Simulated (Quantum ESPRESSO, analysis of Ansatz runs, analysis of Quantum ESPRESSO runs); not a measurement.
# Reproducing a measured local vibrational mode: U centre (hydride ion on a halide site) in NaI (Quantum ESPRESSO)

Aim: the local vibrational mode of the U centre (hydride ion on a halide site) in NaI, to be set beside the measurement. Set-up: PBE, GBRV 1.5 PBE, cutoffs x 0.85, 32-site cell, PBE lattice, k: 2x2x2 shifted. The model is a cell of 32 host atoms with 1 I taken out and 1 H put in. The frequencies come from force constants among the defect atom and its neighbours, with the masses of the isotopes named. This set-up takes another basis size than the usual one.

**The experiment.** Threefold local mode of H-: 426.8 cm⁻¹, by infrared absorption (4.2-77 K) (quoted in “Electronic Absorption and Internal and External Vibrational Data of Atomic and Molecular Ions Doped in Alkali Halide Crystals (NSRDS-NBS 52)”, 1974, S. C. Jain, A. V. R. Warrier, S. K. Agarwal, quoting earlier work (1969)). Threefold local mode of D-: 318.5 cm⁻¹, by infrared absorption (4.2-77 K) (quoted in “Electronic Absorption and Internal and External Vibrational Data of Atomic and Molecular Ions Doped in Alkali Halide Crystals (NSRDS-NBS 52)”, 1974, S. C. Jain, A. V. R. Warrier, S. K. Agarwal, quoting earlier work (1969)).

Calculated with Quantum ESPRESSO 7.5; Quantum ESPRESSO plane-wave DFT, PBE, GBRV 1.5 PBE potentials; relaxation of all atoms of a defect supercell.

## (1) Set-up

The cell holds 32 atoms: 16 Na, 15 I and 1 H. Cell: a = 11.314 Å, b = 11.314 Å, c = 11.314 Å, α = 109.5°, β = 109.5°, γ = 109.5°. It derives from NaI (space group Fm-3m). Nearest the centre at fractional (0.500, 0.500, 0.500): H27 at 0.00 Å, Na7 at 3.27 Å, Na10 at 3.27 Å, Na6 at 3.27 Å, Na15 at 3.27 Å, Na16 at 3.27 Å, Na12 at 3.27 Å, I22 at 4.62 Å.

The host's primitive cell comes from a first run (Quantum ESPRESSO plane-wave DFT, PBE, GBRV 1.5 PBE potentials; relaxation of cell and atoms of a defect-free cell): vectors of 4.619, 4.619 and 4.619 Å. That is 34.84 Å³ an atom, 2.8 % over the diffraction cell's volume. The supercell is built on it.

## (2) Relaxation, charge 0

Every later number rests on the structure around the defect, so the atoms are relaxed at the host's lattice first.

pw.in

```
&CONTROL
  calculation = 'relax'
  prefix = 'pwscf'
  outdir = './tmp'
  pseudo_dir = './pseudo'
  tprnfor = .true.
  disk_io = 'low'
  nstep = 70
  forc_conv_thr = 0.00039
  etot_conv_thr = 0.0001
/
&SYSTEM
  ibrav = 0
  nat = 32
  ntyp = 3
  ecutwfc = 38
  ecutrho = 306
  nbnd = 129
  occupations = 'smearing'
  smearing = 'fd'
  degauss = 0.00073499
/
&ELECTRONS
  conv_thr = 3d-08
  electron_maxstep = 100
  mixing_beta = 0.5
/
&IONS
  ion_dynamics = 'bfgs'
/
ATOMIC_SPECIES
Na    22.9898 na_pbe_v1.5.uspp.F.UPF
I    126.9045 i_pbe_v1.uspp.F.UPF
H      1.0080 h_pbe_v1.4.uspp.F.UPF
CELL_PARAMETERS angstrom
  -6.5319303901    6.5319303901    6.5319303901
   6.5319303901   -6.5319303901    6.5319303901
   6.5319303901    6.5319303901   -6.5319303901
ATOMIC_POSITIONS crystal
Na     0.0000000000    0.0000000000    0.0000000000
Na     0.0000000000    0.2500000000    0.7500000000
Na     0.0000000000    0.5000000000    0.5000000000
Na     0.0000000000    0.7500000000    0.2500000000
Na     0.2500000000    0.0000000000    0.7500000000
Na     0.2500000000    0.2500000000    0.5000000000
Na     0.2500000000    0.5000000000    0.2500000000
Na     0.2500000000    0.7500000000    0.0000000000
Na     0.5000000000    0.0000000000    0.5000000000
Na     0.5000000000    0.2500000000    0.2500000000
Na     0.5000000000    0.5000000000    0.0000000000
Na     0.5000000000    0.7500000000    0.7500000000
Na     0.7500000000    0.0000000000    0.2500000000
Na     0.7500000000    0.2500000000    0.0000000000
Na     0.7500000000    0.5000000000    0.7500000000
Na     0.7500000000    0.7500000000    0.5000000000
I      0.0000000000    0.0000000000    0.5000000000
I      0.0000000000    0.2500000000    0.2500000000
I      0.0000000000    0.5000000000    0.0000000000
I      0.0000000000    0.7500000000    0.7500000000
I      0.2500000000    0.0000000000    0.2500000000
I      0.2500000000    0.2500000000    0.0000000000
I      0.2500000000    0.5000000000    0.7500000000
I      0.2500000000    0.7500000000    0.5000000000
I      0.5000000000    0.0000000000    0.0000000000
I      0.5000000000    0.2500000000    0.7500000000
H      0.5000000000    0.5000000000    0.5000000000
I      0.5000000000    0.7500000000    0.2500000000
I      0.7500000000    0.0000000000    0.7500000000
I      0.7500000000    0.2500000000    0.5000000000
I      0.7500000000    0.5000000000    0.2500000000
I      0.7500000000    0.7500000000    0.0000000000
K_POINTS automatic
2 2 2 1 1 1
```

Started as:

```bash
$ OMP_NUM_THREADS=1 mpirun -n 4 pw.x -nk 2 -in pw.in > pw.out
```

The log of the run:

```text
This program is part of the open-source Quantum ESPRESSO suite
     for quantum simulation of materials; please cite
         "P. Giannozzi et al., J. Phys.:Condens. Matter 21 395502 (2009);
         "P. Giannozzi et al., J. Phys.:Condens. Matter 29 465901 (2017);
         "P. Giannozzi et al., J. Chem. Phys. 152 154105 (2020);
          URL
     in publications or presentations arising from this work. More details at

     Message from routine setup:
     using ibrav=0 with symmetry is DISCOURAGED, use correct ibrav instead

     K-points division:     npool     =       2
     Subspace diagonalization in iterative solution of the eigenvalue problem:
     a serial algorithm will be used

     --------------------
     sticks:   dense  smooth     PW     G-vecs:    dense   smooth      PW
     Min        5248    2602    699               339874   119092   16534
     Max        5249    2603    700               339875   119093   16535
     Sum       10497    5205   1399               679749   238185   33069

     Using Slab Decomposition

     bravais-lattice index     =            0
     lattice parameter (alat)  =      21.3797  a.u.
     unit-cell volume          =    7522.8298 (a.u.)^3
     number of atoms/cell      =           32
     number of atomic types    =            3
     number of electrons       =       250.00
     number of Kohn-Sham states=          129
     kinetic-energy cutoff     =      38.0000  Ry
     charge density cutoff     =     306.0000  Ry
     scf convergence threshold =      3.0E-08
     mixing beta               =       0.5000
     number of iterations used =            8  plain     mixing
     energy convergence thresh.=      1.0E-04
     force convergence thresh. =      3.9E-04
     Exchange-correlation=  SLA  PW   PBX  PBC
                           (   1   4   3   4   0   0   0)
     nstep                     =           70

     celldm(1)=  21.379672  celldm(2)=   0.000000  celldm(3)=   0.000000
     celldm(4)=   0.000000  celldm(5)=   0.000000  celldm(6)=   0.000000

     crystal axes: (cart. coord. in units of alat)
               a(1) = (  -0.577350   0.577350   0.577350 )
               a(2) = (   0.577350  -0.577350   0.577350 )
               a(3) = (   0.577350   0.577350  -0.577350 )

     reciprocal axes: (cart. coord. in units 2 pi/alat)
               b(1) = ( -0.000000  0.866025  0.866025 )
               b(2) = (  0.866025 -0.000000  0.866025 )
               b(3) = (  0.866025  0.866025  0.000000 )

     PseudoPot. # 1 for Na read from file:
     na_pbe_v1.5.uspp.F.UPF
     Pseudo is Ultrasoft, Zval =  9.0
     Generated by new atomic code, or converted to UPF format
     Using radial grid of  819 points,  5 beta functions with:
                l(1) =   0
                l(2) =   0
                l(3) =   1
                l(4) =   1
                l(5) =   2
     Q(r) pseudized with  8 coefficients,  rinner =    1.250   1.250   1.250
                                                       1.250   1.250

     PseudoPot. # 2 for I  read from file:
     i_pbe_v1.uspp.F.UPF
     Pseudo is Ultrasoft + core correction, Zval =  7.0
     Generated by new atomic code, or converted to UPF format
     Using radial grid of  893 points,  6 beta functions with:
                l(1) =   0
                l(2) =   0
                l(3) =   1
                l(4) =   1
                l(5) =   2
                l(6) =   2
     Q(r) pseudized with  8 coefficients,  rinner =    1.500   1.500   1.500
                                                       1.500   1.500

     PseudoPot. # 3 for H  read from file:
     h_pbe_v1.4.uspp.F.UPF
     Pseudo is Ultrasoft, Zval =  1.0
     Generated by new atomic code, or converted to UPF format
     Using radial grid of  615 points,  2 beta functions with:
                l(1) =   0
                l(2) =   0
     Q(r) pseudized with  8 coefficients,  rinner =    0.700

     atomic species   valence    mass     pseudopotential
     Na                9.00    22.98980     Na( 1.00)
     I                 7.00   126.90450     I ( 1.00)
     H                 1.00     1.00800     H ( 1.00)

     48 Sym. Ops., with inversion, found (36 have fractional translation)

   Cartesian axes

     site n.     atom                  positions (alat units)
         1        Na     tau(   1) = (   0.0000000   0.0000000   0.0000000  )
         2        Na     tau(   2) = (   0.5773503   0.2886751  -0.2886751  )
         3        Na     tau(   3) = (   0.5773503   0.0000000   0.0000000  )
         4        Na     tau(   4) = (   0.5773503  -0.2886751   0.2886751  )
         5        Na     tau(   5) = (   0.2886751   0.5773503  -0.2886751  )
         6        Na     tau(   6) = (   0.2886751   0.2886751   0.0000000  )
         7        Na     tau(   7) = (   0.2886751   0.0000000   0.2886751  )
         8        Na     tau(   8) = (   0.2886751  -0.2886751   0.5773503  )
         9        Na     tau(   9) = (   0.0000000   0.5773503   0.0000000  )
        10        Na     tau(  10) = (   0.0000000   0.2886751   0.2886751  )
        11        Na     tau(  11) = (   0.0000000   0.0000000   0.5773503  )
        12        Na     tau(  12) = (   0.5773503   0.2886751   0.2886751  )
        13        Na     tau(  13) = (  -0.2886751   0.5773503   0.2886751  )
        14        Na     tau(  14) = (  -0.2886751   0.2886751   0.5773503  )
        15        Na     tau(  15) = (   0.2886751   0.5773503   0.2886751  )
        16        Na     tau(  16) = (   0.2886751   0.2886751   0.5773503  )
        17        I      tau(  17) = (   0.2886751   0.2886751  -0.2886751  )
        18        I      tau(  18) = (   0.2886751   0.0000000   0.0000000  )
        19        I      tau(  19) = (   0.2886751  -0.2886751   0.2886751  )
        20        I      tau(  20) = (   0.8660254   0.0000000   0.0000000  )
        21        I      tau(  21) = (   0.0000000   0.2886751   0.0000000  )
        22        I      tau(  22) = (   0.0000000   0.0000000   0.2886751  )
        23        I      tau(  23) = (   0.5773503   0.2886751   0.0000000  )
        24        I      tau(  24) = (   0.5773503   0.0000000   0.2886751  )
        25        I      tau(  25) = (  -0.2886751   0.2886751   0.2886751  )
        26        I      tau(  26) = (   0.2886751   0.5773503   0.0000000  )
        27        H      tau(  27) = (   0.2886751   0.2886751   0.2886751  )
        28        I      tau(  28) = (   0.2886751   0.0000000   0.5773503  )
        29        I      tau(  29) = (   0.0000000   0.8660254   0.0000000  )
[...]
Diagonalizing with lowered threshold

     Davidson diagonalization with overlap
     ethr =  1.33E-09,  avg # of iterations =  4.0

     total energy              =   -2514.23709929 Ry
     estimated scf accuracy    <       0.00000225 Ry

     iteration #  2     ecut=    38.00 Ry     beta= 0.50
     Davidson diagonalization with overlap
     ethr =  8.99E-10,  avg # of iterations =  5.0

     total energy              =   -2514.23710151 Ry
     estimated scf accuracy    <       0.00000044 Ry

[... 83 further cycles ...]
     iteration #  5     ecut=    38.00 Ry     beta= 0.50
     Davidson diagonalization with overlap
     ethr =  1.15E-11,  avg # of iterations =  2.0

     total energy              =   -2514.25157738 Ry
     estimated scf accuracy    <          3.1E-10 Ry

     iteration #  6     ecut=    38.00 Ry     beta= 0.50
     Davidson diagonalization with overlap
     ethr =  1.24E-13,  avg # of iterations =  5.0

     total energy              =   -2514.25157738 Ry
     estimated scf accuracy    <          4.6E-10 Ry

     iteration #  7     ecut=    38.00 Ry     beta= 0.50
     Davidson diagonalization with overlap
     ethr =  1.24E-13,  avg # of iterations =  2.0

     End of self-consistent calculation

          k = 0.4330 0.4330 0.4330 ( 29804 PWs)   bands (ev):

[...]
6.2321

          k = 0.0000 0.0000 0.4330 ( 29776 PWs)   bands (ev):

[...]
6.1099

     the Fermi energy is     2.8409 ev

!    total energy              =   -2514.25157738 Ry
     estimated scf accuracy    <          5.4E-11 Ry
     smearing contrib. (-TS)   =       0.00000000 Ry
     internal energy E=F+TS    =   -2514.25157738 Ry

     The total energy is F=E-TS. E is the sum of the following terms:
     one-electron contribution =   -1396.38489786 Ry
     hartree contribution      =     759.40609450 Ry
     xc contribution           =    -957.10637568 Ry
     ewald contribution        =    -920.16639834 Ry

     convergence has been achieved in   7 iterations

     Forces acting on atoms (cartesian axes, Ry/au):

[...]
Total force =     0.002417     Total SCF correction =     0.000020
     Energy error            =      5.7E-05 Ry
     Gradient error          =      4.8E-04 Ry/Bohr

     number of scf cycles    =  16
     number of bfgs steps    =  15

     energy             old  =   -2514.2515201511 Ry
     energy             new  =   -2514.2515773821 Ry

     CASE: energy            _new < energy            _old

     new trust radius        =       0.0088354084 bohr
     new conv_thr            =       0.0000000003 Ry

ATOMIC_POSITIONS (crystal)
[...]
NEW-OLD atomic charge density approx. for the potential

     Self-consistent Calculation

     iteration #  1     ecut=    38.00 Ry     beta= 0.50
     Davidson diagonalization with overlap
     ethr =  1.00E-06,  avg # of iterations =  3.0

     Threshold (ethr) on eigenvalues was too large:
     Diagonalizing with lowered threshold

     Davidson diagonalization with overlap
     ethr =  4.81E-09,  avg # of iterations =  7.0

     total energy              =   -2514.25161705 Ry
     estimated scf accuracy    <       0.00002936 Ry

     iteration #  2     ecut=    38.00 Ry     beta= 0.50
     Davidson diagonalization with overlap
     ethr =  1.17E-08,  avg # of iterations =  2.0

     total energy              =   -2514.25162550 Ry
     estimated scf accuracy    <       0.00000635 Ry

     iteration #  3     ecut=    38.00 Ry     beta= 0.50
     Davidson diagonalization with overlap
     ethr =  2.54E-09,  avg # of iterations =  2.0

     total energy              =   -2514.25162674 Ry
     estimated scf accuracy    <       0.00000014 Ry

     iteration #  4     ecut=    38.00 Ry     beta= 0.50
     Davidson diagonalization with overlap
     ethr =  5.53E-11,  avg # of iterations =  5.0

     total energy              =   -2514.25162680 Ry
     estimated scf accuracy    <       0.00000007 Ry

     iteration #  5     ecut=    38.00 Ry     beta= 0.50
     Davidson diagonalization with overlap
     ethr =  2.89E-11,  avg # of iterations =  2.0

     total energy              =   -2514.25162682 Ry
     estimated scf accuracy    <          9.1E-10 Ry

     iteration #  6     ecut=    38.00 Ry     beta= 0.50
     Davidson diagonalization with overlap
     ethr =  3.62E-13,  avg # of iterations =  5.0

     total energy              =   -2514.25162682 Ry
     estimated scf accuracy    <          1.3E-09 Ry

     iteration #  7     ecut=    38.00 Ry     beta= 0.50
     Davidson diagonalization with overlap
     ethr =  3.62E-13,  avg # of iterations =  3.0

     End of self-consistent calculation

          k = 0.4330 0.4330 0.4330 ( 29804 PWs)   bands (ev):

[...]
6.2299

          k = 0.0000 0.0000 0.4330 ( 29776 PWs)   bands (ev):

[...]
-9.6496  -9.5395  -9.5395  -9.4916  -9.4769  -9.4657  -9.4655  -9.4655
    -9.4242  -9.4060  -9.4060  -9.3856  -9.1942  -9.1900  -9.1786  -0.6959
    -0.6330  -0.5327  -0.5327  -0.3852  -0.3787  -0.3787  -0.3101  -0.3101
    -0.3060  -0.2425  -0.0897  -0.0628  -0.0355  -0.0010  -0.0010   0.0368
     0.1548   0.1548   0.3758   0.3758   0.4081   0.5430   0.6007   0.6523
     0.6523   0.6740   0.6770   0.6965   0.6978   0.6978   0.7211   0.7694
     0.7822   0.7822   0.8956   0.8956   0.9304   0.9386   1.0123   1.0123
     1.0337   1.0548   1.1848   1.1848   1.6398   5.3966   6.0374   6.0713
     6.1085

     the Fermi energy is     2.8393 ev

!    total energy              =   -2514.25162682 Ry
     estimated scf accuracy    <          2.2E-11 Ry
     smearing contrib. (-TS)   =       0.00000000 Ry
     internal energy E=F+TS    =   -2514.25162682 Ry

     The total energy is F=E-TS. E is the sum of the following terms:
     one-electron contribution =   -1396.43467456 Ry
     hartree contribution      =     759.43112583 Ry
     xc contribution           =    -957.10715716 Ry
     ewald contribution        =    -920.14092093 Ry

     convergence has been achieved in   7 iterations

     Forces acting on atoms (cartesian axes, Ry/au):

[...]
atom   25 type  2   force =    -0.00000000    0.00000000   -0.00000000
     atom   26 type  2   force =     0.00000000   -0.00019051    0.00019051
     atom   27 type  3   force =    -0.00000000    0.00000000   -0.00000000
     atom   28 type  2   force =     0.00000000    0.00019051   -0.00019051
     atom   29 type  2   force =    -0.00019051    0.00000000   -0.00019051
     atom   30 type  2   force =     0.00019051   -0.00019051   -0.00000000
     atom   31 type  2   force =     0.00019051   -0.00000000   -0.00019051
     atom   32 type  2   force =    -0.00019051   -0.00019051    0.00000000

     Total force =     0.000957     Total SCF correction =     0.000010
     Energy error            =      4.9E-05 Ry
     Gradient error          =      1.9E-04 Ry/Bohr

     bfgs converged in  17 scf cycles and  16 bfgs steps
     (criteria: energy <  1.0E-04 Ry, force <  3.9E-04 Ry/Bohr)

     End of BFGS Geometry Optimization

     Final energy             =   -2514.2516268173 Ry

     File ./tmp/pwscf.bfgs deleted, as requested
Begin final coordinates

ATOMIC_POSITIONS (crystal)
[...]
I                0.5000000000        0.0000000000       -0.0000000000
I                0.5000000000        0.2528567907        0.7471432093
H                0.5000000000        0.5000000000        0.5000000000
I                0.5000000000        0.7471432093        0.2528567907
I                0.7471432093       -0.0057135814        0.7471432093
I                0.7471432093        0.2528567907        0.5000000000
I                0.7471432093        0.5000000000        0.2528567907
I                0.7471432093        0.7471432093       -0.0057135814
End final coordinates

=------------------------------------------------------------------------------=
   JOB DONE.
=------------------------------------------------------------------------------=
```

Run time: 25 min. Hardware: 4 MPI ranks of Arm Neoverse V1, shared host; peak memory 3.6 GiB.

Relaxation path:

| step | energy less that of the first step (eV) |
| --- | --- |
| 0 | 0.0000 |
| 1 | -0.0063 |
| 2 | -0.0131 |
| 3 | -0.0230 |
| 4 | -0.0374 |
| 5 | -0.0577 |
| 6 | -0.0854 |
| 7 | -0.1212 |
| 8 | -0.1622 |
| 9 | -0.1960 |
| 10 | -0.2006 |
| 11 | -0.2010 |
| 12 | -0.2013 |
| 13 | -0.2018 |
| 14 | -0.2025 |
| 15 | -0.2032 |
| 16 | -0.2039 |

The atoms that moved most (Å):

| atom | dx | dy | dz | length |
| --- | --- | --- | --- | --- |
| Na16 | 0.000 | 0.000 | -0.301 | 0.301 |
| Na15 | 0.000 | -0.301 | 0.000 | 0.301 |
| Na12 | -0.301 | 0.000 | 0.000 | 0.301 |
| Na7 | 0.000 | 0.301 | 0.000 | 0.301 |
| Na10 | 0.301 | 0.000 | 0.000 | 0.301 |
| Na6 | 0.000 | 0.000 | 0.301 | 0.301 |
| I22 | 0.037 | 0.037 | 0.000 | 0.053 |
| I18 | 0.000 | 0.037 | 0.037 | 0.053 |

The relaxed structure:

```
CELL_PARAMETERS angstrom
-6.53193 6.53193 6.53193
6.53193 -6.53193 6.53193
6.53193 6.53193 -6.53193
ATOMIC_POSITIONS crystal
Na 0.00000 0.00000 0.00000
Na 0.00000 0.25000 0.75000
Na 0.00000 0.50000 0.50000
Na 0.00000 0.75000 0.25000
Na 0.25000 0.00000 0.75000
Na 0.27303 0.27303 0.50000
Na 0.27303 0.50000 0.27303
Na 0.25000 0.75000 0.00000
Na 0.50000 0.00000 0.50000
Na 0.50000 0.27303 0.27303
Na 0.50000 0.50000 0.00000
Na 0.50000 0.72697 0.72697
Na 0.75000 0.00000 0.25000
Na 0.75000 0.25000 0.00000
Na 0.72697 0.50000 0.72697
Na 0.72697 0.72697 0.50000
I 0.00000 0.00000 0.50000
I 0.00571 0.25286 0.25286
I 0.00000 0.50000 0.00000
I 0.99429 0.74714 0.74714
I 0.25286 0.00571 0.25286
I 0.25286 0.25286 0.00571
I 0.25286 0.50000 0.74714
I 0.25286 0.74714 0.50000
I 0.50000 0.00000 0.00000
I 0.50000 0.25286 0.74714
H 0.50000 0.50000 0.50000
I 0.50000 0.74714 0.25286
I 0.74714 0.99429 0.74714
I 0.74714 0.25286 0.50000
I 0.74714 0.50000 0.25286
I 0.74714 0.74714 0.99429
```

Neighbours of H27 at the end:

| atom | distance (Å) |
| --- | --- |
| Na16 | 2.965 |
| Na12 | 2.965 |
| Na15 | 2.965 |
| Na10 | 2.965 |
| Na6 | 2.965 |
| Na7 | 2.965 |
| I23 | 4.566 |
| I24 | 4.566 |
| I31 | 4.566 |
| I28 | 4.566 |
| I30 | 4.566 |
| I26 | 4.566 |
| I18 | 4.566 |
| I29 | 4.566 |
| I20 | 4.566 |
| I32 | 4.566 |

First to last step the energy falls by 0.204 eV; the largest move, 0.30 Å, is that of Na12 and 5 other atoms alike.

[end of part 1 of 2]

[Logs are printed without paths, hosts, clocks, repeated set-up lines and the standing remarks that a program may print on its own settings, such as how far it seeks lower states.]

[Hosts, paths, dates, database ids (printed as entryN), source tags and the programs' standing remarks are cut or masked in the printed files.]

[For some hosts the program warned that the k-mesh of the response run may be too coarse for force constants and the static dielectric constant; such warnings are not shown here.]
